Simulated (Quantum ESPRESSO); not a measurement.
# GaP (F-43m): how pressure shifts the optical phonon

Wanted: a fit of frequency against volume for GaP (F-43m), tested on a run that is left out of it.

Main program and level: Quantum ESPRESSO 7.5; DFT LDA, scalar-relativistic, plane waves, PseudoDojo norm-conserving pseudopotentials.

**1. The relaxed structure**

It takes space group F-43m (No. 216, cubic). The conventional cell has a = 5.387 Å, b = 5.387 Å, c = 5.387 Å, α = 90.00°, β = 90.00°, γ = 90.00°. Ga has 4 P at 2.33 Å nearest. P has 4 Ga at 2.33 Å nearest. Farther neighbours are not listed.

Structure file:

```cif
data_structure
_symmetry_space_group_name_H-M 'P 1'
_symmetry_Int_Tables_number 1
_cell_length_a 3.8094
_cell_length_b 3.8094
_cell_length_c 3.8094
_cell_angle_alpha 60.000
_cell_angle_beta 60.000
_cell_angle_gamma 60.000
_cell_volume 39.09
loop_
_atom_site_label
_atom_site_type_symbol
_atom_site_fract_x
_atom_site_fract_y
_atom_site_fract_z
_atom_site_occupancy
Ga1 Ga 0.00000 0.00000 0.00000 1
P2 P 0.25000 0.25000 0.25000 1
```

This is the cell after its relaxation at this level of theory, not the database cell from which that began.

**2. Runs at several volumes**

The relaxed cell is scaled uniformly; in this structure symmetry fixes all atoms, so nothing has to be relaxed anew. Each volume gets a ground state and a response at Γ. The mode followed is the highest one without the macroscopic field, of symmetry T2; longitudinal polar modes lie higher. Cutoff 88 Ry, k mesh 8×8×8.

From the response at V/V₀ = 0.94:

Output:

```text
[banners, grids, parts of the stress and lines that vanish by symmetry left out]
Program PHONON v.7.5
     Reading xml data from directory:

[...]
Exchange-correlation= PW
                           (   1   4   0   0   0   0   0)
[...]
kinetic-energy cut-off    =      88.0000  Ry
     charge density cut-off    =     352.0000  Ry
     convergence threshold     =      1.0E-18
[...]
Exchange-correlation= PW
                           (   1   4   0   0   0   0   0)
[...]
q = (   0.0000000   0.0000000   0.0000000 )
     25 Sym.Ops. (with q -> -q+G )
     G cutoff =  886.7712  (  27581 G-vectors)     FFT grid: ( 45, 45, 45)
     number of k points=    29
[...]
Mode symmetry, T_d (-43m)  point group:
[...]
Dielectric constant
[...]
End of electric fields calculation
          Dielectric constant in cartesian axis
          (      11.027464863      -0.000000000      -0.000000000 )
          (      -0.000000000      11.027464863       0.000000000 )
          (      -0.000000000       0.000000000      11.027464863 )
          Effective charges (d Force / dE) in cartesian axis without acoustic sum rule applied (asr)
           atom    1  Ga    Mean Z*:        1.93636
      Ex  (        1.93636        0.00000        0.00000 )
      Ey  (        0.00000        1.93636       -0.00000 )
      Ez  (        0.00000       -0.00000        1.93636 )
           atom    2  P     Mean Z*:       -2.04879
      Ex  (       -2.04879       -0.00000        0.00000 )
      Ey  (       -0.00000       -2.04879       -0.00000 )
      Ez  (        0.00000       -0.00000       -2.04879 )
          Effective charges Sum: Mean:       -0.11242
[...]
Effective charges (d Force / dE) in cartesian axis with asr applied:
           atom    1  Ga    Mean Z*:        1.99257
[...]
atom    2  P     Mean Z*:       -1.99257
[...]
Representation #   1 modes #   1   2   3
[...]
End of self-consistent calculation
     Convergence has been achieved
     Representation #   2 modes #   4   5   6
[...]
End of self-consistent calculation
     Convergence has been achieved
[...]
Dielectric constant in cartesian axis
          (      11.027464863      -0.000000000      -0.000000000 )
          (      -0.000000000      11.027464863       0.000000000 )
          (      -0.000000000       0.000000000      11.027464863 )
          Effective charges (d Force / dE) in cartesian axis without acoustic sum rule applied (asr)
           atom    1  Ga    Mean Z*:        1.93636
      Ex  (        1.93636        0.00000        0.00000 )
      Ey  (        0.00000        1.93636       -0.00000 )
      Ez  (        0.00000       -0.00000        1.93636 )
           atom    2  P     Mean Z*:       -2.04879
      Ex  (       -2.04879       -0.00000        0.00000 )
      Ey  (       -0.00000       -2.04879       -0.00000 )
      Ez  (        0.00000       -0.00000       -2.04879 )
          Effective charges Sum: Mean:       -0.11242
[...]
Effective charges (d Force / dE) in cartesian axis with asr applied:
           atom    1  Ga    Mean Z*:        1.99257
[...]
atom    2  P     Mean Z*:       -1.99257
[...]
q = (    0.000000000   0.000000000   0.000000000 )
[...]
freq (    1) =       0.089870 [THz] =       2.997724 [cm-1]
     freq (    2) =       0.089870 [THz] =       2.997724 [cm-1]
     freq (    3) =       0.089870 [THz] =       2.997724 [cm-1]
     freq (    4) =      11.802577 [THz] =     393.691585 [cm-1]
     freq (    5) =      11.802577 [THz] =     393.691585 [cm-1]
     freq (    6) =      11.802577 [THz] =     393.691585 [cm-1]
[...]
Mode symmetry, T_d (-43m)  point group:
     freq (   1-   3) =          3.0  [cm-1]   --> T_2  G_15 P_4   I+R
     freq (   4-   6) =        393.7  [cm-1]   --> T_2  G_15 P_4   I+R

   JOB DONE.
```

One volume, V/V₀ = 1.03, is held back as a test.

| V/V₀ | volume (Å³/atom) | pressure (GPa) | ω (cm⁻¹) |
| --- | --- | --- | --- |
| 0.94 | 18.372 | 6.39 | 393.69 |
| 0.97 | 18.958 | 2.94 | 379.05 |
| 1 | 19.545 | 0.00 | 365.28 |
| 1.03 | 20.131 | -2.49 | held back |
| 1.06 | 20.717 | -4.61 | 340.02 |

**3. The fit**

The mode Grüneisen parameter is γ = −d ln ω / d ln V.

| ln(V/V₀) | ln ω |
| --- | --- |
| -0.0619 | 5.9756 |
| -0.0305 | 5.9377 |
| 0.0000 | 5.9007 |
| 0.0583 | 5.8290 |

A straight line through these points has the slope -1.220, so γ = 1.22; at V/V₀ = 1.03 it predicts ω = exp(5.9003 − 0.0361) = 352.22 cm⁻¹.

A parabola of pressure against ln V through V/V₀ = 0.97, 1 and 1.03 gives the bulk modulus B = −dP/d ln V = 90 GPa at V₀. With ω₀ from the fitted line the pressure coefficient follows as dω/dP = γ ω₀ / B = 1.22 × 365.2 / 90 = 4.94 cm⁻¹/GPa.

**4. The run that was held back**

Output:

```text
[banners, grids, parts of the stress and lines that vanish by symmetry left out]
[banner, memory and clock lines left out]
Program PHONON v.7.5

[...]
Exchange-correlation= PW
                           (   1   4   0   0   0   0   0)
[...]
kinetic-energy cut-off    =      88.0000  Ry
     charge density cut-off    =     352.0000  Ry
     convergence threshold     =      1.0E-18
[...]
Exchange-correlation= PW
                           (   1   4   0   0   0   0   0)
[...]
q = (   0.0000000   0.0000000   0.0000000 )
     25 Sym.Ops. (with q -> -q+G )
     G cutoff =  942.5068  (  30395 G-vectors)     FFT grid: ( 45, 45, 45)
     number of k points=    29
[...]
Mode symmetry, T_d (-43m)  point group:
[...]
Dielectric constant
[...]
End of electric fields calculation
          Dielectric constant in cartesian axis
          (      12.000715517       0.000000000       0.000000000 )
          (       0.000000000      12.000715517      -0.000000000 )
          (       0.000000000      -0.000000000      12.000715517 )
          Effective charges (d Force / dE) in cartesian axis without acoustic sum rule applied (asr)
           atom    1  Ga    Mean Z*:        2.09189
      Ex  (        2.09189       -0.00000        0.00000 )
      Ey  (       -0.00000        2.09189        0.00000 )
      Ez  (        0.00000        0.00000        2.09189 )
           atom    2  P     Mean Z*:       -2.21664
      Ex  (       -2.21664        0.00000       -0.00000 )
      Ey  (        0.00000       -2.21664        0.00000 )
      Ez  (        0.00000        0.00000       -2.21664 )
[...]
Representation #   1 modes #   1   2   3
[...]
End of self-consistent calculation
     Convergence has been achieved
     Representation #   2 modes #   4   5   6
[...]
End of self-consistent calculation
     Convergence has been achieved
[...]
Dielectric constant in cartesian axis
          (      12.000715517       0.000000000       0.000000000 )
          (       0.000000000      12.000715517      -0.000000000 )
          (       0.000000000      -0.000000000      12.000715517 )
          Effective charges (d Force / dE) in cartesian axis without acoustic sum rule applied (asr)
           atom    1  Ga    Mean Z*:        2.09189
      Ex  (        2.09189       -0.00000        0.00000 )
      Ey  (       -0.00000        2.09189        0.00000 )
      Ez  (        0.00000        0.00000        2.09189 )
           atom    2  P     Mean Z*:       -2.21664
      Ex  (       -2.21664        0.00000       -0.00000 )
      Ey  (        0.00000       -2.21664        0.00000 )
      Ez  (        0.00000        0.00000       -2.21664 )
          Effective charges Sum: Mean:       -0.12475
[...]
Effective charges (d Force / dE) in cartesian axis with asr applied:
           atom    1  Ga    Mean Z*:        2.15426
[...]
atom    2  P     Mean Z*:       -2.15426
[...]
q = (    0.000000000   0.000000000   0.000000000 )
[...]
freq (    1) =       0.104881 [THz] =       3.498446 [cm-1]
     freq (    2) =       0.104881 [THz] =       3.498446 [cm-1]
     freq (    3) =       0.104881 [THz] =       3.498446 [cm-1]
     freq (    4) =      10.561544 [THz] =     352.295173 [cm-1]
     freq (    5) =      10.561544 [THz] =     352.295173 [cm-1]
     freq (    6) =      10.561544 [THz] =     352.295173 [cm-1]
[...]
Mode symmetry, T_d (-43m)  point group:
     freq (   1-   3) =          3.5  [cm-1]   --> T_2  G_15 P_4   I+R
     freq (   4-   6) =        352.3  [cm-1]   --> T_2  G_15 P_4   I+R
```

It gives 352.30 cm⁻¹ against the predicted 352.22 cm⁻¹, a miss of 0.08 cm⁻¹.

**5. Summary of results**

| Quantity | Value |
| --- | --- |
| mode Grüneisen parameter | 1.220 |
| bulk modulus | 90.3 GPa |
| pressure coefficient | 4.94 cm⁻¹/GPa |

**Reading.** The highest optical mode of GaP (F-43m) without the LO-TO term stiffens by 4.94 cm⁻¹ a GPa near the relaxed volume, with γ = 1.22. The power law meets all 5 runs within 0.04 %; between neighbouring volumes γ runs from 1.21 to 1.24. Such a coefficient turns a measured shift of this mode into a hydrostatic stress; uniaxial or biaxial stress splits the mode and needs deformation potentials. These are harmonic values at zero temperature for the structure held cubic, which a run at Γ can't show to be stable; the bulk modulus rests on three points.

[Host names and launcher messages were left out of these logs when they were recorded.]

[Logs are printed without paths, hosts, clocks, repeated set-up lines and the standing remarks that a program may print on its own settings, such as how far it seeks lower states.]

[Hosts, paths, dates, database ids (printed as entryN), source tags and the programs' standing remarks are cut or masked in the printed files.]
